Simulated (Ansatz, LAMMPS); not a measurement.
# Localised basis functions on glassy 62SiO2-21K2O-18CaO (mol %) (110 atoms), part 2 of 3

Aim: test how closely localised support functions follow the reference on glassy 62SiO2-21K2O-18CaO (mol %) (110 atoms), and at what cost. A setting counts as converged where the r.m.s. difference of forces stays under 1 % of the r.m.s. force.

Ansatz 0.2.0; Kohn-Sham DFT, PBE, PAW (set soft_2), plane waves.

The cell: 24 Si, 16 K, 7 Ca and 63 O. The quench rate of 10 K/ps is orders of magnitude faster than experiment. The network of bonds at the start is that of the classical potential that made the cell. The Brillouin zone is sampled at Γ only, in a cell whose shortest periodic width is 12 Å.

So far. Step 4 (Support functions low): Forces differ from the reference by 0.61 meV/Å r.m.s., 0.045 % of their size, well within a tolerance of 1 %; the energy by -4.4 meV/atom. It took roughly 4.3 times the reference's time (one timing each, with unlike analyses asked), in 13 cycles against 9.

### 5. Support functions medium

The cell is solved in localised support functions. Besides, the program derives a nominal cutoff of 464 eV for this run, against the reference's 420.

This step: Kohn-Sham DFT, PBE, PAW (set soft_2), localised support functions (medium) (Ansatz 0.2.0).

Contents of input.yaml:

```yaml
crystal:
  lattice:
    - [11.93683, 0.0, 0.0]
    - [0.0, 11.93683, 0.0]
    - [0.0, 0.0, 11.93683]
  atoms:
    [... the 110 atom lines of step 3 ...]
kpoints:
  mp_grid: { grid: [1, 1, 1] }
hamiltonian:
  xc: pbe
scf:
  occupations: { method: fixed }
  eigensolver: { kind: { support_functions: { accuracy: medium } } }
  max_iter: 150
output:
  forces: true
  eigenvalues: true
```

Started as:

```
ansatz run input.yaml --threads 8 --pin off --max-ram 15872MiB --backend cpu --events-out ev --progress --plain --runs-dir out
```

The program printed:

```text
[...]
Warning: basis.ecutwfc = 464 eV, auto-derived: no grid that the accuracy of the support functions lays serves the files at the lower one that their records recommend; a deck with other species or settings can derive another value
[...]
Crystal: 110 atoms, lattice volume = 1700.854 Å³
Basis set: ecut = 464 eV, 38497 PW (Γ), exchange–correlation on 180×180×180 points (8 copies of the dense FFT grid, shifted against one another)
Bands: 413, of which v1, the nominal top of the filled ones, is band 344 counted from 1 (343 counted from 0)
Symmetry: 1 space group operations
k-points: 1
[...]
SCF iter   1: F=—  HF=-88433.300355 eV  |F-HF|=—  |Δ(HF+E_count)|=         —  Δρ=8.45e-2  dr2=1.63e2  ethr=1.00e-1
[...]
SCF iter  13: F=—  HF=-88448.781866 eV  |F-HF|=—  |Δ(HF+E_count)|=   2.61e-3  Δρ=1.60e-5  dr2=9.45e-6  ethr=9.96e-9  κ⁻¹=2.3e-5(r=7)
SCF iter  14: F=-88448.784010 eV  HF=-88448.784010 eV  |F-HF|=1.18e-7  |Δ(HF+E_count)|=   2.14e-3  Δρ=8.93e-6  dr2=2.14e-6  ethr=1.37e-9
SCF 1 converged in 14 iterations: F = -88448.813513 eV  dr2 = 2.14e-6
[...]
SCF converged after 14 iterations
[...]
Free energy (F): -88448.813513 eV
[...]
Internal energy: -88448.813513 eV  (E = F + TS)
E sigma→0 (E₀):  -88448.813513 eV
Fermi energy:    5.143971 eV
[...]
Σ components = -88448.813513   (vs F -88448.813513, Δ=0.00e0)
--- Forces (eV/Å), atoms counted from 1 ---
  atom   1  Si     1.79479064     1.85446589     0.94097253
  atom   2  Si     3.37330131     0.73923738    -1.47752193
  atom   3  Si    -0.08193979    -4.15304203     0.62391277
  atom   4  Si     1.71054269    -0.54528497    -0.28826028
[...]
atom 110  O     -1.75514791    -1.18016811    -1.07100270
  max |Σ_I F_I| component: 2.56e-3 eV/Å
--- Band table (eV) ---
[...]
```

Elapsed: 92 s, on 8 threads of Arm Neoverse V2, shared host; peak memory 5.1 GiB; 12 min of CPU time.

Keys that differ from the reference: support_functions.accuracy = "medium" and scf.max_iter = 150.

Forces differ from the reference by 0.56 meV/Å r.m.s., 0.041 % of their size, well within a tolerance of 1 %; the energy by -4.4 meV/atom. It took roughly 4.8 times the reference's time (one timing each, with unlike analyses asked), in 14 cycles against 9.

### 6. Support functions medium, radius 3.19 Å

The radius confines each support function; a larger one gives more freedom and more work per atom.

input.yaml, the sections that differ from step 5:

```yaml
scf:
  occupations: { method: fixed }
  eigensolver: { kind: { support_functions: { accuracy: medium, radius: 3.19 } } }
  max_iter: 150
# crystal, kpoints, hamiltonian, output: as in step 5
```

The program printed:

```text
Warning: scf.eigensolver.kind.support_functions: disabling space-group detection — the functions' gradient is summed over unrotated k-points, so no spatial operation reduces the k-mesh or symmetrises the density; time reversal is kept, so that k and −k are solved as one point where they differ and the mesh holds both, and exact exchange and, on two spinor components, a DFT+U term hold to it where the run has them: [...]
Warning: basis.ecutwfc = 464 eV, auto-derived: no grid that the accuracy of the support functions lays serves the files at the lower one that their records recommend; a deck with other species or settings can derive another value
settings of this run that can trade accuracy for cost: scf.eigensolver.kind.support_functions [...]
Engine: ansatz 0.2.0, aarch64-unknown-linux-gnu
Pseudopotentials: kind: paw
Pseudopotential: Si, paw, valence charge 4, recommended cutoff 420 eV (normal), Si.paw.azcp
Pseudopotential: K, paw, valence charge 9, recommended cutoff 420 eV (normal), K.paw.azcp
Pseudopotential: Ca, paw, valence charge 10, recommended cutoff 420 eV (normal), Ca.paw.azcp
Pseudopotential: O, paw, valence charge 6, recommended cutoff 420 eV (normal), O.paw.azcp
[... 5 lines on functional and potentials left out ...]
Error: SCF: the radius of support functions is under 3.57 Å, the least for these sites at the functions' level (scf.eigensolver.kind.support_functions.accuracy). Use scf.eigensolver.kind: auto, or type scf.eigensolver.kind.support_functions.radius at least as long, [...]
```

It took 3.7 s on 8 threads; peak memory 0.39 GiB.

The program refuses radii under 3.57 Å for these atoms at this level.

### 7. Support functions medium, radius 3.64 Å

The radius confines each support function; a larger one gives more freedom and more work per atom. Besides, the program derives a nominal cutoff of 464 eV for this run, against the reference's 420.

input.yaml, the sections that differ from step 6:

```yaml
scf:
  occupations: { method: fixed }
  eigensolver: { kind: { support_functions: { accuracy: medium, radius: 3.64 } } }
  max_iter: 150
# crystal, kpoints, hamiltonian, output: as in step 6
```

The program printed:

```text
[...]
Crystal: 110 atoms, lattice volume = 1700.854 Å³
Basis set: ecut = 464 eV, 38497 PW (Γ), exchange–correlation on 180×180×180 points (8 copies of the dense FFT grid, shifted against one another)
Bands: 413, of which v1, the nominal top of the filled ones, is band 344 counted from 1 (343 counted from 0)
Symmetry: 1 space group operations
k-points: 1
[...]
SCF iter   1: F=—  HF=-88432.840849 eV  |F-HF|=—  |Δ(HF+E_count)|=         —  Δρ=8.46e-2  dr2=1.63e2  ethr=1.00e-1
[...]
SCF iter  13: F=—  HF=-88448.772400 eV  |F-HF|=—  |Δ(HF+E_count)|=   3.28e-3  Δρ=1.56e-5  dr2=8.94e-6  ethr=9.64e-9  κ⁻¹=2.5e-5(r=7)
SCF iter  14: F=-88448.775087 eV  HF=-88448.775087 eV  |F-HF|=1.50e-7  |Δ(HF+E_count)|=   2.69e-3  Δρ=8.44e-6  dr2=1.94e-6  ethr=1.30e-9
SCF 1 converged in 14 iterations: F = -88448.813798 eV  dr2 = 1.94e-6
[...]
SCF converged after 14 iterations
[...]
Free energy (F): -88448.813798 eV
[...]
Internal energy: -88448.813798 eV  (E = F + TS)
E sigma→0 (E₀):  -88448.813798 eV
Fermi energy:    5.144198 eV
[...]
Σ components = -88448.813798   (vs F -88448.813798, Δ=0.00e0)
--- Forces (eV/Å), atoms counted from 1 ---
  atom   1  Si     1.79480029     1.85456026     0.94078413
  atom   2  Si     3.37327862     0.73877911    -1.47775304
  atom   3  Si    -0.08201950    -4.15259068     0.62421038
  atom   4  Si     1.71058200    -0.54564686    -0.28859820
[...]
atom 110  O     -1.75512580    -1.18032698    -1.07093556
  max |Σ_I F_I| component: 3.89e-3 eV/Å
--- Band table (eV) ---
[...]
```

Elapsed: 85 s, on 8 threads; peak memory 4.9 GiB.

Keys that differ from the reference: support_functions.accuracy = "medium", support_functions.radius = 3.64 and scf.max_iter = 150.

Forces differ from the reference by 0.63 meV/Å r.m.s., 0.046 % of their size, well within a tolerance of 1 %; the energy by -4.4 meV/atom. It took roughly 4.4 times the reference's time (one timing each, with unlike analyses asked), in 14 cycles against 9.

### 8. Support functions medium, radius 3.91 Å

The radius confines each support function; a larger one gives more freedom and more work per atom. Besides, the program derives a nominal cutoff of 464 eV for this run, against the reference's 420.

input.yaml, the sections that differ from step 7:

```yaml
scf:
  occupations: { method: fixed }
  eigensolver: { kind: { support_functions: { accuracy: medium, radius: 3.91 } } }
  max_iter: 150
# crystal, kpoints, hamiltonian, output: as in step 7
```

The program printed:

```text
[...]
Crystal: 110 atoms, lattice volume = 1700.854 Å³
Basis set: ecut = 464 eV, 38497 PW (Γ), exchange–correlation on 180×180×180 points (8 copies of the dense FFT grid, shifted against one another)
Bands: 413, of which v1, the nominal top of the filled ones, is band 344 counted from 1 (343 counted from 0)
Symmetry: 1 space group operations
k-points: 1
[...]
SCF iter   1: F=—  HF=-88433.688389 eV  |F-HF|=—  |Δ(HF+E_count)|=         —  Δρ=8.44e-2  dr2=1.63e2  ethr=1.00e-1
[...]
SCF iter  13: F=—  HF=-88448.790582 eV  |F-HF|=—  |Δ(HF+E_count)|=   1.93e-3  Δρ=1.59e-5  dr2=9.27e-6  ethr=9.76e-9  κ⁻¹=2.3e-5(r=7)
SCF iter  14: F=-88448.792170 eV  HF=-88448.792169 eV  |F-HF|=1.75e-7  |Δ(HF+E_count)|=   1.59e-3  Δρ=8.53e-6  dr2=2.07e-6  ethr=1.35e-9
SCF 1 converged in 14 iterations: F = -88448.813441 eV  dr2 = 2.07e-6
[...]
SCF converged after 14 iterations
[...]
Free energy (F): -88448.813441 eV
[...]
Internal energy: -88448.813441 eV  (E = F + TS)
E sigma→0 (E₀):  -88448.813441 eV
Fermi energy:    5.143794 eV
[...]
Σ components = -88448.813441   (vs F -88448.813441, Δ=0.00e0)
--- Forces (eV/Å), atoms counted from 1 ---
  atom   1  Si     1.79499280     1.85438238     0.94091467
  atom   2  Si     3.37277067     0.73938772    -1.47706575
  atom   3  Si    -0.08188707    -4.15296613     0.62364268
  atom   4  Si     1.71019437    -0.54469023    -0.28789579
[...]
atom 110  O     -1.75508315    -1.18023526    -1.07122016
  max |Σ_I F_I| component: 2.54e-3 eV/Å
--- Band table (eV) ---
[...]
```

Wall time 1.7 min (8 threads); peak memory 5.4 GiB.

Keys that differ from the reference: support_functions.accuracy = "medium", support_functions.radius = 3.91 and scf.max_iter = 150.

Forces differ from the reference by 0.52 meV/Å r.m.s., 0.038 % of their size, well within a tolerance of 1 %; the energy by -4.4 meV/atom. It took roughly 5.4 times the reference's time (one timing each, with unlike analyses asked), in 14 cycles against 9.

### 9. With scf.occupations.method = "cold" and scf.occupations.width = 0.1

Changed here: scf.occupations.method = "cold" and scf.occupations.width = 0.1.

This step: Kohn-Sham DFT, PBE, PAW (set soft_2), plane waves (Ansatz 0.2.0).

input.yaml, the sections that differ from step 8:

```yaml
scf:
  occupations: { method: cold, width: 0.1 }
output:
  forces: true
  stress: true
  populations: true
  dos:
    method: { smearing: { sigma: 0.1 } }
    de: 0.1
    projected: { site_lists: { Ca: [Ca], K: [K], O: [O], Si: [Si] } }
  eigenvalues: true
# crystal, kpoints, hamiltonian: as in step 8
```

The program printed:

```text
[...]
Crystal: 110 atoms, lattice volume = 1700.854 Å³
Basis set: ecut = 420 eV, 33131 PW (Γ), exchange–correlation on 160×160×160 points (8 copies of the dense FFT grid, shifted against one another)
Bands: 454, of which v1, the nominal top of the filled ones, is band 344 counted from 1 (343 counted from 0)
Symmetry: 1 space group operations
[...]
k-points: 1
[...]
SCF iter   1: F=—  HF=-88448.332145 eV  |F-HF|=—  |Δ(HF+E_count)|=         —  Δρ=2.04e-3  dr2=1.24e-1  ethr=1.77e-3  ⟨swp⟩=8.0  Hψ=2265  notcnv=0  defer=75
[...]
SCF iter   9: F=-88448.328561 eV  HF=-88448.328561 eV  |F-HF|=5.64e-8  |Δ(HF+E_count)|=   6.52e-8  S|Δr|=    0.00e0  Δρ=2.26e-6  dr2=9.97e-8  ethr=1.45e-11  ⟨swp⟩=16.0  Hψ=3142  notcnv=0
SCF 1 converged in 9 iterations: F = -88448.328561 eV  dr2 = 9.97e-8
[...]
SCF converged after 9 iterations
[...]
Free energy (F): -88448.328561 eV
[...]
Internal energy: -88448.328561 eV  (E = F + TS)
E sigma→0 (E₀):  -88448.328561 eV
Fermi energy:    6.134132 eV
Step filling:    the computed levels leave a gap of 1.8410 eV = 18.4 smearing widths at the electron count; against every level under it full and every level over it empty, smearing changes F+E_penalty+E_count by +2.45e-39 meV and its σ→0 estimate by -5.99e-36 meV
[...]
--- Forces (eV/Å), atoms counted from 1 ---
  atom   1  Si     1.79461566     1.85459701     0.94147395
  atom   2  Si     3.37230527     0.73979476    -1.47626356
  atom   3  Si    -0.08162535    -4.15288409     0.62410453
  atom   4  Si     1.70949062    -0.54461090    -0.28813760
  atom   5  Si     1.47121069     0.88350142    -0.10323229
  atom   6  Si     0.68173465     2.43442910     1.17093829
  atom   7  Si     2.34244347     0.95888910    -0.65293116
  atom   8  Si     0.49383671    -0.89852214     1.22100252
  atom   9  Si    -1.08336632     0.95776601     1.70305878
  atom  10  Si    -1.81549842     1.49273661     0.61871544
  atom  11  Si    -0.92516101    -0.88760954    -0.69579302
  atom  12  Si    -0.20565935     1.06515272     2.39478189
  atom  13  Si    -0.35596301    -0.23137439     2.05640168
  atom  14  Si    -2.94249182    -1.99331670     0.98804309
[...]
atom 109  O     -0.50285301    -1.97948871    -0.06063410
  atom 110  O     -1.75464003    -1.18006525    -1.07079335
  max |Σ_I F_I| component: 3.45e-5 eV/Å
--- Stress (GPa, compression-positive) ---
        3.823964       1.223646       0.024280
        1.223647       4.889103       0.820818
        0.024280       0.820817       6.544030
  P = ⅓ Tr σ = 5.0857 GPa (50.857 kbar)
--- Band table (eV) ---
[...]
--- Löwdin populations: 110 sites ---
  site symbol       q [e]
     0     Si      2.3743
     1     Si      2.2935
     2     Si      2.3997
[...]
109      O      6.8381
  spilling = 0.012099 (of n_electrons = 688.000000)
```

Elapsed: 18 s, on 8 threads; peak memory 2.4 GiB; 2.2 min of CPU time.

Forces differ from the reference by 0.004 meV/Å r.m.s., 3.0e-4 % of their size, well within a tolerance of 1 %.

### 10. All settings compared

Each row is set against the plane-wave reference (Kohn-Sham DFT, PBE, PAW (set soft_2), plane waves; r.m.s. force component 1.36 eV/Å). Energies are set beside the reference only for runs with its functional, potentials and electron count. Times are for 8 threads of Arm Neoverse V2, shared host. The reference's time includes the DOS, ELF, the stress and grids, which some other runs skip.

| run | Δ force, r.m.s. (meV/Å) | share of r.m.s. force (%) | Δ energy (meV/atom) | Δ pressure (GPa) | Δ gap (eV) | cycles | time | host memory (GiB) |
| --- | --- | --- | --- | --- | --- | --- | --- | --- |
| reference | - | - | - | - | - | 9 | 19 s | 2.4 |
| support functions low | 0.608 | 0.0448 | -4.41 | - | -0.0012 | 13 | 84 s | 5.1 |
| support functions medium | 0.563 | 0.0414 | -4.41 | - | -7.0e-4 | 14 | 92 s | 5.1 |
| support functions medium, radius 3.64 Å | 0.627 | 0.0461 | -4.41 | - | -9.0e-4 | 14 | 85 s | 4.9 |
| support functions medium, radius 3.91 Å | 0.521 | 0.0383 | -4.41 | - | -4.0e-4 | 14 | 1.7 min | 5.4 |
| scf.occupations.method = "cold" and scf.occupations.width = 0.1 | 0.004 | 3.0e-4 | 0 | 0 | 0 | 9 | 18 s | 2.4 |

### 11. What the reference run shows

With the settings judged, the reference run is read for its physics.

Length of the force by element and coordination:

| element | coordination | atoms | mean length of the force (eV/Å) | spread | least | most |
| --- | --- | --- | --- | --- | --- | --- |
| Ca | all | 7 | 1.27 | 0.394 | 0.649 | 1.89 |
| K | all | 16 | 0.719 | 0.366 | 0.232 | 1.64 |
| O | all | 63 | 2.27 | 1.19 | 0.574 | 7.01 |
| Si | all | 24 | 2.50 | 1.03 | 0.497 | 5.38 |

Löwdin charges by element and coordination (they lack the spilled electrons, 0.076 e an atom on average):

| element | coordination | atoms | mean charge (e) | spread | least | most |
| --- | --- | --- | --- | --- | --- | --- |
| Ca | all | 7 | 1.77 | 0.0121 | 1.75 | 1.79 |
| K | all | 16 | 0.850 | 0.0095 | 0.833 | 0.864 |
| O | all | 63 | -0.917 | 0.0957 | -1.08 | -0.794 |
| Si | all | 24 | 1.67 | 0.0445 | 1.60 | 1.76 |

States in the cell by windows of 1 eV, zero at the Fermi level; the larger projections on atomic orbitals stand beside the total:

| from (eV) | to (eV) | total | O p | Si p | K p |
| --- | --- | --- | --- | --- | --- |
| -14 | -13 | 37.7 | 0.3 | 0.1 | 37.0 |
| -13 | -12 | 33.5 | 0.4 | 0.1 | 32.7 |
| -12 | -11 | 1.1 | 0.3 | 0.0 | 0.7 |
| -11 | -10 | 8.6 | 5.7 | 0.5 | 0.0 |
| -10 | -9 | 11.0 | 7.5 | 0.9 | 0.0 |
| -9 | -8 | 15.4 | 11.0 | 2.0 | 0.0 |
| -8 | -7 | 22.5 | 17.0 | 4.1 | 0.0 |
| -7 | -6 | 11.6 | 9.0 | 1.9 | 0.0 |
| -6 | -5 | 41.3 | 33.5 | 3.7 | 0.1 |
| -5 | -4 | 62.0 | 53.2 | 3.7 | 0.2 |
| -4 | -3 | 70.6 | 64.0 | 2.5 | 0.2 |
| -3 | -2 | 67.7 | 63.1 | 1.6 | 0.2 |
| -2 | -1 | 52.7 | 49.9 | 0.9 | 0.1 |
| -1 | 0 | 13.4 | 12.8 | 0.2 | 0.0 |
| 0 | 1 | 0.7 | 0.7 | 0.0 | 0.0 |
| 1 | 2 | 1.9 | 0.1 | 0.0 | 0.0 |
| 2 | 3 | 5.5 | 0.4 | 0.1 | 0.0 |
| 3 | 4 | 16.0 | 0.6 | 0.5 | 0.0 |
| 4 | 5 | 33.8 | 1.3 | 2.0 | 0.1 |

With fixed occupations the program's Fermi level is the highest filled level; weight inside the gap is the broadening of levels at its edges.

Between -26 and -14 eV lie 192 more states.

The levels nearest the highest filled one (over half full), pooled over k-points and spins:

| level less the highest filled one (eV) | occupation |
| --- | --- |
| -0.872 | 2 |
| -0.765 | 2 |
| -0.702 | 2 |
| -0.413 | 2 |
| -0.325 | 2 |
| 0 | 2 |
| 1.84 | 0 |
| 2.42 | 0 |
| 2.73 | 0 |
| 2.99 | 0 |
| 3.20 | 0 |
| 3.48 | 0 |

ELF in the bc plane at fractional x = 0.186, with atoms of Si and K and Ca and O within 0.2 Å of it. It is the smooth field of the valence electrons, not physical close to the nuclei.

Ten even steps from '0' (0.00) to '9' (0.87), each cell a mean:
```
5887983279861389999730037998610001
2588851699994037775310159999950000
0013311799994001110000058999830000
0000000267641000000000014787400100
1000000000014542000000000010013542
4100000000256652000233210000025776
4103553000233210001466521010003566
0059999610001110001478632333101232
0389889930013552001233213554200000
0389999830013541023321212332100000
0048997400000100157641355310000000
0001321000000000256422699741001000
0000000000000000022103899851156642
2000001343100000000003788621588986
2000004899720000000001344202688896
0001104999840000000000000001589974
0146631477411100000000122100134420
1589985111257630011004899740000000
2688898302799862112017998982012321
2489987202799984221018988982157775
2125642001478852221005999950389998
2123310000123335664100355300489998
2699863000001479888620000000257764
4886895101101588589851001332002321
```
Columns run along b (11.9 Å), rows up along c (11.9 Å). Atoms in or near the plane, at fractional coordinates: Si at (0.65, 0.60), Si at (0.04, 0.12), K at (0.70, 0.19), K at (0.14, 0.63), Ca at (0.28, 0.91), O at (0.48, 0.01), O at (0.10, 0.00).

Valence density in the bc plane at fractional x = 0.186, with atoms of Si and K and Ca and O within 0.2 Å of it. It is the smooth field of the valence electrons, not physical close to the nuclei.

Ten steps, logarithmic in the rise over the least value, from '0' (0.0 e/Å³) to '9' (6.6 e/Å³), each cell a mean:
```
3589853367752247875210014565410001
2345533589974223432100035787521001
1122112589974100100000025777521011
2110001256642100000000012444211112
2100000011222210000000000111011233
2100000001123321000111110000012333
2112332100123221001233321110011232
1136776310112322111344433221101111
0258888520013332112344333332100000
0257887520012332123342123321100000
0024554200001111133443444321000000
0001111000000000122333566531111110
0000000011110000001112567532234432
1000001344310000000001345422468763
1000013677631000000000112112479864
1001114788631000000000000011356642
0123333465421100000000112100122211
1246754222233321100002456421000000
2468874212356643211124788752111111
3467763112467754221125788852123443
3234431101245543321113577632246665
3234321000123344442101233211235665
3567642100012357875210000000123433
3689863112211368996310001222111112
```
Columns run along b (11.9 Å), rows up along c (11.9 Å). Atoms in or near the plane, at fractional coordinates: Si at (0.65, 0.60), Si at (0.04, 0.12), K at (0.70, 0.19), K at (0.14, 0.63), Ca at (0.28, 0.91), O at (0.48, 0.01), O at (0.10, 0.00).

Mean Löwdin charges: Ca +1.77, K +0.85, O -0.92, Si +1.67 e (they miss 1.2 % of the electrons, so they add up to more than the cell's charge).

[end of part 2 of 3]

[Long decimals in the printed logs are rounded to 6 places.]

[Logs are printed without paths, hosts, clocks, repeated set-up lines and the standing remarks that a program may print on its own settings, such as how far it seeks lower states.]

[Hosts, paths, dates, database ids (printed as entryN), source tags and the programs' standing remarks are cut or masked in the printed files.]
